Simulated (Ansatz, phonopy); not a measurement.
# Quasi-harmonic thermodynamics of SiBi (hypothetical, Fm-3m)

Wanted: α(T), C_P(T) and B(T) of SiBi (hypothetical) in the quasi-harmonic approximation. The compound is hypothetical: it was made by swapping elements on a known structure type.

Program: Ansatz 0.2.0. Level of theory: DFT PBEsol, scalar-relativistic, plane waves, PAW. Results are calculated unless marked as measured.

Report form: the programs' logs are mostly left out.

### Step 1. The starting structure

Symmetry: Fm-3m, No. 225, cubic system. Conventional cell: a = 5.885 Å, b = 5.885 Å, c = 5.885 Å, α = 90.00°, β = 90.00°, γ = 90.00°. Nearest to Si lie 6 Bi at 2.94 Å. Nearest to Bi lie 6 Si at 2.94 Å. Farther neighbours are not listed.

### Step 2. A first coarse run

A cheap single point shows whether the cell is a metal or an insulator and how far it is from rest; that sets the k-mesh and the occupations of what follows.

File input.yaml:

```yaml
crystal:
  lattice:
    - [0.0, 2.9425, 2.9425]
    - [2.9425, 0.0, 2.9425]
    - [2.9425, 2.9425, 0.0]
  atoms:
    - { symbol: Si, position: [0.0, 0.0, 0.0] }
    - { symbol: Bi, position: [0.5, 0.5, 0.5] }
kpoints:
  mp_grid: { grid: [6, 6, 6] }
hamiltonian:
  xc: pbesol
scf:
  occupations: { method: gaussian, width: 0.1 }
output:
  forces: true
  stress: true
  eigenvalues: true
```

Run with:

```bash
$ ansatz run input.yaml --threads 4 --pin off --max-ram 8192MiB --backend cpu --events-out ev --progress --plain --runs-dir out
```

Elapsed: 0.44 s, on 4 threads of Arm Neoverse V1, shared host; peak memory 0.3 GiB; 1.1 s of CPU time.

This step gave:

- pressure: -3.047 GPa
- volume per atom: 25.48 Å³
- gap on the k-mesh: 0 eV

The start is under -3.0 GPa at this level and looks like a metal on this mesh.

### Step 3. Finding the static equilibrium

Phonons are second derivatives about a minimum, so cell and atoms are relaxed first, inside the symmetry of the start.

input.yaml, the sections that differ from step 2:

```yaml
kpoints:
  mp_grid: { grid: [12, 12, 12] }
relax:
  adjacent_minimum: "off"
  f_tol: 0.005
  max_steps: 80
  cell: { stress_tol: 0.05 }
# crystal, hamiltonian, scf, output: as in step 2
```

Elapsed: 4.2 s, on 4 threads; peak memory 0.39 GiB.

The steps of the relaxation:

```tsv
step	energy less that of the first step (eV)	largest force component (eV/Å)	pressure (GPa)	volume (Å³)
1	0.0000	0.0000	-2.76	50.95
2	-0.0098	0.0000	2.33	47.22
3	-0.0202	0.0000	-0.17	48.86
4	-0.0203	0.0000	-0.01	48.74
5*	-0.0199	0.0000	-0.01	48.74
```

Relaxation steps marked * repeat the geometry before them on a plane-wave basis chosen anew for their cell, so energy and pressure can jump there.

The run keeps the 48 symmetry operations that it works with, so distortions that break them were not tested.

```tsv
conventional cell, symmetrised	before	after	change
a (Å)	5.885	5.799	-1.5 %
b (Å)	5.885	5.799	-1.5 %
c (Å)	5.885	5.799	-1.5 %
volume (Å³/atom)	25.48	24.37	-4.3 %
```

The relaxed structure:

```xyz
2
Lattice="0.0000 2.8993 2.8993 2.8993 0.0000 2.8993 2.8993 2.8993 0.0000" Properties=species:S:1:pos:R:3 pbc="T T T"
Si    0.0000    0.0000    0.0000
Bi    2.8993    2.8993    2.8993
```

This step gave:

```
pressure        : -0.01014 GPa
volume per atom : 24.37 Å³
```

The relaxation ends with a pressure of -0.01 GPa.

### Step 4. Relaxing to small residual forces and stress

The thresholds are tightened for a last relaxation ahead of the phonons, and where mesh or smearing change with them the cell follows.

input.yaml, the sections that differ from step 3:

```yaml
crystal:
  lattice:
    - [0.0, 2.8993116848, 2.8993116848]
    - [2.8993116848, 0.0, 2.8993116848]
    - [2.8993116848, 2.8993116848, 0.0]
  atoms:
    - { symbol: Si, position: [0.0, 0.0, 0.0] }
    - { symbol: Bi, position: [0.5, 0.5, 0.5] }
scf:
  occupations: { method: methfessel_paxton, width: 0.2 }
relax:
  adjacent_minimum: "off"
  f_tol: 0.001
  max_steps: 60
  cell: { stress_tol: 0.01 }
# kpoints, hamiltonian, output: as in step 3
```

Run time: 3.3 s. Hardware: 4 threads; peak memory 0.38 GiB; 12 s of CPU time.

Little changed from the start: no atom moved by 0.005 Å and no cell edge by 0.1 %.

Numbers from this step:

```yaml
pressure: -1.10e-4 GPa
volume_per_atom: 24.36 Å³
```

The residual pressure is -1.1e-4 GPa, small enough for phonons.

### Step 5. The quasi-harmonic study, pressure 0 GPa, q-mesh 2×2×2

The study relaxes the crystal at several strains, solves the phonons on some of them and minimises the free energy at each temperature (static energy, vibrations, the electrons in a metal, and PV under a set pressure); the q-mesh sets how far the force constants reach.

input.yaml, the sections that differ from step 4:

```yaml
crystal:
  lattice:
    - [0.0, 2.8989496043, 2.8989496043]
    - [2.8989496043, 0.0, 2.8989496043]
    - [2.8989496043, 2.8989496043, 0.0]
  atoms:
    - { symbol: Si, position: [0.0, 0.0, 0.0] }
    - { symbol: Bi, position: [0.5, 0.5, 0.5] }
output:
  eigenvalues: true
phonons:
  method: dfpt
  qmesh: [2, 2, 2]
  temperatures: { t_max: 800.0, t_step: 50 }
  thermal_expansion: {}
# kpoints, hamiltonian, scf: as in step 4
# relax: removed
```

The job ended after 6.1 min (4 threads; peak memory 1.3 GiB).

This step gave:

* pressure: -0.002335 GPa
* volume expansion coefficient at 298 K: 59.50 1e-6/K
* C_P at 298 K: 25.35 J/mol-atom/K
* entropy at 298 K: 42.25 J/mol-atom/K
* isothermal bulk modulus at 298 K: 60.22 GPa
* Grüneisen parameter at 298 K: 2.192
* volume at 298 K: 24.79 Å³/atom
* principal linear expansion coefficients at 298 K: 19.83, 19.83, 19.83 1e-6/K

Strained cells of the study; zero-point energy where phonons were solved; the pressures are stresses at a fixed cutoff and can carry an offset from the finite basis. Expansion cells, by row:

```tsv
cell	|a| (Å)	|b| (Å)	|c| (Å)	V (Å³/atom)	E - E_lowest (meV/atom)	pressure, compression positive (GPa)	gap (eV)	zero-point energy (meV/atom)
1	4.1	4.1	4.1	24.36	0	-0.011	-	-
2	4.133	4.133	4.133	24.95	2.933	-1.565	-	-
3	4.067	4.067	4.067	23.79	3.041	1.724	-	-
4	4.1	4.1	4.1	24.37	0	-0.026	-	23.87
5	4.121	4.121	4.121	24.74	1.194	-1.018	-	23.05
6	4.144	4.144	4.144	25.16	5.222	-2.054	-	22.12
7	4.166	4.166	4.166	25.56	11.52	-2.955	-	21.23
8	4.188	4.188	4.188	25.97	20.14	-3.787	-	20.32
9	4.059	4.059	4.059	23.65	4.722	2.174	-	-
10	4.08	4.08	4.08	24.01	1.146	1.038	-	-
11	4.221	4.221	4.221	26.6	37.23	-4.916	-	-
```

Quasi-harmonic; a, b, c are the run's own cell vectors. Expansion, by row:

```tsv
T (K)	a (Å)	b (Å)	c (Å)	alpha (deg)	beta (deg)	gamma (deg)	cell volume (Å³/cell)	alpha_a (1e-6/K)	alpha_b (1e-6/K)	alpha_c (1e-6/K)	alpha_V (1e-6/K)	C_P (J/mol-atom/K)	C_V (J/mol-atom/K)	S (J/mol-atom/K)	B_T (GPa)	B_S (GPa)	Grueneisen	extrapolation	fit error (1e-6/K)
0	4.107	4.107	4.107	60	60	60	48.98	0	0	0	0	0	0	0	67.16	67.16	-	0	0
50	4.107	4.107	4.107	60	60	60	49	6.85	6.85	6.85	20.55	11.14	11.12	6.97	66.87	67	1.823	0	0.07
100	4.11	4.11	4.11	60	60	60	49.07	13.08	13.08	13.08	39.24	18.89	18.74	17.43	65.89	66.41	2.039	0	0.08
150	4.113	4.113	4.113	60	60	60	49.18	16.01	16.01	16.01	48.02	22.18	21.85	25.8	64.62	65.6	2.103	0	0.2
200	4.116	4.116	4.116	60	60	60	49.31	17.65	17.65	17.65	52.94	23.77	23.24	32.42	63.23	64.66	2.139	0	0.28
250	4.12	4.12	4.12	60	60	60	49.44	18.84	18.84	18.84	56.51	24.71	23.97	37.84	61.74	63.63	2.167	0	0.3
298.1	4.124	4.124	4.124	60	60	60	49.58	19.83	19.83	19.83	59.5	25.35	24.4	42.25	60.22	62.56	2.192	0	0.26
300	4.124	4.124	4.124	60	60	60	49.59	19.87	19.87	19.87	59.61	25.37	24.41	42.4	60.16	62.51	2.193	0	0.25
350	4.128	4.128	4.128	60	60	60	49.74	20.88	20.88	20.88	62.64	25.91	24.71	46.35	58.47	61.32	2.22	0	0.16
400	4.132	4.132	4.132	60	60	60	49.9	21.93	21.93	21.93	65.79	26.4	24.92	49.85	56.69	60.05	2.249	0	0.08
450	4.137	4.137	4.137	60	60	60	50.07	23.07	23.07	23.07	69.21	26.87	25.09	52.98	54.8	58.69	2.279	0	0.34
500	4.142	4.142	4.142	60	60	60	50.25	24.35	24.35	24.35	73.04	27.35	25.22	55.84	52.79	57.25	2.313	0	0.65
550	4.147	4.147	4.147	60	60	60	50.43	25.8	25.8	25.8	77.4	27.88	25.34	58.47	50.66	55.73	2.35	0	1
600	4.153	4.153	4.153	60	60	60	50.64	27.49	27.49	27.49	82.47	28.45	25.45	60.92	48.38	54.1	2.391	0	1.29
650	4.159	4.159	4.159	60	60	60	50.85	29.49	29.49	29.49	88.47	29.12	25.54	63.22	45.94	52.38	2.437	0	1.3
700	4.165	4.165	4.165	60	60	60	51.09	31.91	31.91	31.91	95.72	29.9	25.63	65.41	43.31	50.54	2.488	0	0.6
750	4.172	4.172	4.172	60	60	60	51.34	34.9	34.9	34.9	104.7	30.86	25.72	67.5	40.47	48.57	2.548	0	2.2
800	4.18	4.18	4.18	60	60	60	51.63	38.73	38.73	38.73	116.2	32.08	25.8	69.53	37.38	46.46	2.616	0	9.93
```

Expansion coefficient against temperature; values in 1e-6/K:

```tsv
temperature (K)	volume	principal 1
0	0	0
50	20.6	6.85
100	39.2	13.1
150	48.0	16.0
200	52.9	17.6
250	56.5	18.8
298	59.5	19.8
300	59.6	19.9
350	62.6	20.9
400	65.8	21.9
450	69.2	23.1
500	73.0	24.4
550	77.4	25.8
600	82.5	27.5
650	88.5	29.5
700	95.7	31.9
750	105	34.9
800	116	38.7
```

At 298 K the volume expansion is 59.5 × 10⁻⁶/K and B_T is 60.2 GPa. The q-mesh is coarse, so this is a first estimate. The program raised the cutoff to 487.2 eV by itself: with no cutoff typed, the study takes about 1.16 times the default for its relaxations and scales it with the volume for the phonons.

### Step 6. Free-energy fit, pressure 0 GPa

This step: DFT PBEsol, scalar-relativistic, plane waves, PAW (phonopy 4.10.0).

This step gave:

```
volume expansion coefficient at 300 K : 59.56 1e-6/K
isothermal bulk modulus at 300 K      : 60.18 GPa
C_P at 300 K                          : 25.46 J/mol-atom/K
Grüneisen parameter at 300 K          : 2.223
```

The energy (each curve on its own zero) by volume; values in meV/atom:

```tsv
volume (Å³/atom)	static	F at 0 K	F at 300 K	F at 800 K
24.368	0	1.75	5.86	15.2
24.735	1.19	2.13	4.46	9.7
25.155	5.22	5.23	5.39	5.69
25.558	11.5	10.6	8.56	3.83
25.968	20.1	18.3	13.8	3.63
```

Phonopy-qha, vinet fit of F(V) at each temperature. Qha vinet, by row:

```tsv
T (K)	fitted volume (Å³/atom)	alpha_V (1e-6/K)	B_T (GPa)	C_P (J/mol-atom/K)	Grueneisen
100	24.54	37.54	65.95	18.88	1.965
150	24.59	47.35	64.69	22.34	2.093
200	24.65	52.67	63.29	23.92	2.151
250	24.72	56.38	61.78	24.83	2.19
300	24.79	59.56	60.18	25.46	2.223
350	24.87	62.64	58.47	25.98	2.257
400	24.95	65.84	56.66	26.45	2.292
450	25.03	69.33	54.75	26.92	2.33
500	25.12	73.23	52.72	27.4	2.371
550	25.22	77.67	50.57	27.91	2.415
600	25.32	82.81	48.29	28.49	2.465
650	25.43	88.85	45.87	29.16	2.519
700	25.54	96.05	43.31	29.94	2.581
750	25.67	104.8	40.59	30.88	2.65
```

The volume expansion coefficient by temperature; values in 1e-6/K:

```tsv
temperature (K)	phonopy-qha, Vinet	Ansatz's own study
100	37.5	39.2
150	47.4	48.0
200	52.7	52.9
250	56.4	56.5
300	59.6	59.6
350	62.6	62.6
400	65.8	65.8
450	69.3	69.2
500	73.2	73.0
550	77.7	77.4
600	82.8	82.5
650	88.8	88.5
700	96.0	95.7
750	105	105
```

The fit gives a volume expansion of 59.6 × 10⁻⁶/K at 300 K, against 59.5 at 298 K from the study itself, whose static fit uses more cells.

### Step 7. Phonons on strained cells, q-mesh 4×4×4

Thermal expansion follows from how the free energy of the vibrations (and of the electrons in a metal) changes with strain, so the program makes strained cells, their phonons and a fit in one run.

This step: DFT PBEsol, scalar-relativistic, plane waves, PAW (Ansatz 0.2.0).

input.yaml: that of step 5 with these lines changed.

```diff
@@ -18,3 +18,3 @@
   method: dfpt
-  qmesh: [2, 2, 2]
+  qmesh: [4, 4, 4]
   temperatures: { t_max: 800.0, t_step: 50 }
```

The job ended after 32 min (4 threads; peak memory 3.5 GiB).

This step gave:

```
volume expansion coefficient at 298 K            : 62.08 1e-6/K
C_P at 298 K                                     : 25.45 J/mol-atom/K
entropy at 298 K                                 : 43.57 J/mol-atom/K
isothermal bulk modulus at 298 K                 : 59.49 GPa
Grüneisen parameter at 298 K                     : 2.258
volume at 298 K                                  : 24.80 Å³/atom
principal linear expansion coefficients at 298 K : 20.69, 20.69, 20.69 1e-6/K
```

Strained cells of the study; zero-point energy where phonons were solved; the pressures are stresses at a fixed cutoff and can carry an offset from the finite basis. Expansion cells, by row:

```tsv
cell	|a| (Å)	|b| (Å)	|c| (Å)	V (Å³/atom)	E - E_lowest (meV/atom)	pressure, compression positive (GPa)	gap (eV)	zero-point energy (meV/atom)
1	4.1	4.1	4.1	24.36	0	-0.011	-	-
2	4.133	4.133	4.133	24.95	2.933	-1.565	-	-
3	4.067	4.067	4.067	23.79	3.041	1.724	-	-
4	4.1	4.1	4.1	24.37	0	-0.026	-	23.27
5	4.121	4.121	4.121	24.74	1.194	-1.018	-	22.44
6	4.145	4.145	4.145	25.18	5.5	-2.104	-	21.44
7	4.168	4.168	4.168	25.59	12.13	-3.025	-	20.49
8	4.19	4.19	4.19	26.01	21.2	-3.872	-	19.52
9	4.059	4.059	4.059	23.65	4.722	2.174	-	-
10	4.08	4.08	4.08	24.01	1.146	1.038	-	-
11	4.224	4.224	4.224	26.64	38.63	-4.991	-	-
```

Quasi-harmonic; a, b, c are the run's own cell vectors. Expansion, by row:

```tsv
T (K)	a (Å)	b (Å)	c (Å)	alpha (deg)	beta (deg)	gamma (deg)	cell volume (Å³/cell)	alpha_a (1e-6/K)	alpha_b (1e-6/K)	alpha_c (1e-6/K)	alpha_V (1e-6/K)	C_P (J/mol-atom/K)	C_V (J/mol-atom/K)	S (J/mol-atom/K)	B_T (GPa)	B_S (GPa)	Grueneisen	extrapolation	fit error (1e-6/K)
0	4.107	4.107	4.107	60	60	60	48.98	0	0	0	0	0	0	0	67.07	67.07	-	0	0
50	4.108	4.108	4.108	60	60	60	49	6.98	6.98	6.98	20.95	11.58	11.56	7.95	66.8	66.92	1.786	0	0.05
100	4.11	4.11	4.11	60	60	60	49.08	13.49	13.49	13.49	40.48	19.09	18.93	18.63	65.76	66.31	2.078	0	0.05
150	4.113	4.113	4.113	60	60	60	49.19	16.52	16.52	16.52	49.57	22.3	21.94	27.07	64.4	65.43	2.155	0	0.1
200	4.116	4.116	4.116	60	60	60	49.32	18.26	18.26	18.26	54.78	23.86	23.3	33.72	62.87	64.39	2.196	0	0.14
250	4.12	4.12	4.12	60	60	60	49.46	19.56	19.56	19.56	58.68	24.8	24.01	39.15	61.21	63.22	2.228	0	0.14
298.1	4.124	4.124	4.124	60	60	60	49.61	20.69	20.69	20.69	62.08	25.45	24.43	43.57	59.49	61.98	2.258	0	0.11
300	4.125	4.125	4.125	60	60	60	49.61	20.74	20.74	20.74	62.21	25.47	24.44	43.73	59.42	61.93	2.259	0	0.11
350	4.129	4.129	4.129	60	60	60	49.77	21.93	21.93	21.93	65.79	26.03	24.73	47.7	57.49	60.52	2.292	0	0.09
400	4.134	4.134	4.134	60	60	60	49.94	23.22	23.22	23.22	69.66	26.56	24.94	51.21	55.4	58.99	2.327	0	0.11
450	4.139	4.139	4.139	60	60	60	50.12	24.68	24.68	24.68	74.04	27.08	25.1	54.37	53.15	57.34	2.366	0	0.23
500	4.144	4.144	4.144	60	60	60	50.31	26.38	26.38	26.38	79.15	27.64	25.24	57.25	50.72	55.56	2.41	0	0.36
550	4.149	4.149	4.149	60	60	60	50.52	28.42	28.42	28.42	85.25	28.27	25.35	59.91	48.08	53.63	2.46	0	0.52
600	4.156	4.156	4.156	60	60	60	50.74	30.91	30.91	30.91	92.74	29.02	25.46	62.41	45.21	51.54	2.516	0	0.62
650	4.162	4.162	4.162	60	60	60	50.99	34.07	34.07	34.07	102.2	29.94	25.55	64.76	42.05	49.26	2.583	0	0.5
700	4.17	4.17	4.17	60	60	60	51.27	38.22	38.22	38.22	114.7	31.12	25.64	67.02	38.55	46.79	2.661	0	0.39
750	4.178	4.178	4.178	60	60	60	51.58	43.97	43.97	43.97	131.9	32.75	25.73	69.22	34.62	44.06	2.757	0	3.07
800	4.188	4.188	4.188	60	60	60	51.96	52.59	52.59	52.59	157.8	35.19	25.82	71.41	30.1	41.03	2.878	0	12.41
```

Table of expansion coefficient by temperature; values in 1e-6/K:

```tsv
temperature (K)	volume	principal 1
0	0	0
50	20.9	6.98
100	40.5	13.5
150	49.6	16.5
200	54.8	18.3
250	58.7	19.6
298	62.1	20.7
300	62.2	20.7
350	65.8	21.9
400	69.7	23.2
450	74.0	24.7
500	79.2	26.4
550	85.2	28.4
600	92.7	30.9
650	102	34.1
700	115	38.2
750	132	44.0
800	158	52.6
```

Changing the q-mesh (2×2×2 → 4×4×4) takes the volume expansion at 298 K from 59.5 to 62.1 × 10⁻⁶/K and B_T from 60.2 to 59.5 GPa.

### Step 8. Free-energy fit, pressure 0 GPa (run 2)

This step: DFT PBEsol, scalar-relativistic, plane waves, PAW (phonopy 4.10.0).

This step gave:

* volume expansion coefficient at 300 K: 62.14 1e-6/K
* isothermal bulk modulus at 300 K: 59.46 GPa
* C_P at 300 K: 25.56 J/mol-atom/K
* Grüneisen parameter at 300 K: 2.291

Table of energy (each curve on its own zero) by volume; values in meV/atom:

```tsv
volume (Å³/atom)	static	F at 0 K	F at 300 K	F at 800 K
24.368	0	1.84	6.23	16.2
24.735	1.19	2.2	4.76	10.5
25.177	5.5	5.5	5.71	6.06
25.591	12.1	11.2	8.98	3.93
26.012	21.2	19.3	14.3	3.34
```

Phonopy-qha, vinet fit of F(V) at each temperature. Qha vinet, by row:

```tsv
T (K)	fitted volume (Å³/atom)	alpha_V (1e-6/K)	B_T (GPa)	C_P (J/mol-atom/K)	Grueneisen
100	24.54	38.68	65.86	19.11	2.001
150	24.6	48.87	64.5	22.46	2.145
200	24.66	54.48	62.96	24.01	2.208
250	24.73	58.53	61.28	24.91	2.252
300	24.81	62.14	59.46	25.56	2.291
350	24.89	65.8	57.48	26.11	2.331
400	24.97	69.77	55.35	26.61	2.373
450	25.06	74.27	53.06	27.13	2.42
500	25.16	79.53	50.59	27.69	2.473
550	25.26	85.8	47.93	28.32	2.532
600	25.37	93.45	45.06	29.07	2.6
650	25.5	103	41.97	29.99	2.678
700	25.64	115.2	38.63	31.16	2.77
```

The volume expansion coefficient by temperature; values in 1e-6/K:

```tsv
temperature (K)	phonopy-qha, Vinet	Ansatz's own study
100	38.7	40.5
150	48.9	49.6
200	54.5	54.8
250	58.5	58.7
300	62.1	62.2
350	65.8	65.8
400	69.8	69.7
450	74.3	74.0
500	79.5	79.2
550	85.8	85.2
600	93.5	92.7
650	103	102
700	115	115
```

The fit gives a volume expansion of 62.1 × 10⁻⁶/K at 300 K, against 62.1 at 298 K from the study itself, whose static fit uses more cells.

### Step 9. Relaxation under pressure

The study at pressure needs a start near its own equilibrium, so the cell is first relaxed to that pressure.

This step: DFT PBEsol, scalar-relativistic, plane waves, PAW (Ansatz 0.2.0).

input.yaml, the sections that differ from step 7:

```yaml
output:
  forces: true
  stress: true
  eigenvalues: true
relax:
  adjacent_minimum: "off"
  f_tol: 0.001
  max_steps: 60
  cell: { stress_tol: 0.05, p_target: 10.0 }
# crystal, kpoints, hamiltonian, scf: as in step 7
# phonons: removed
```

Wall time 4.2 s (4 threads); peak memory 0.39 GiB; 15 s of CPU time.

(Continued in part 2 of 2.)

[Logs are printed without paths, hosts, clocks, repeated set-up lines and the standing remarks that a program may print on its own settings, such as how far it seeks lower states.]

[Hosts, paths, dates, database ids (printed as entryN), source tags and the programs' standing remarks are cut or masked in the printed files.]

[A step with changed settings may run another functional than the one named; its input shows which.]

[Pressures of single members of a volume series are the stress at the run's cutoff; with an incomplete basis they can lie off −dE/dV of the same runs, and they are not shown converged.]
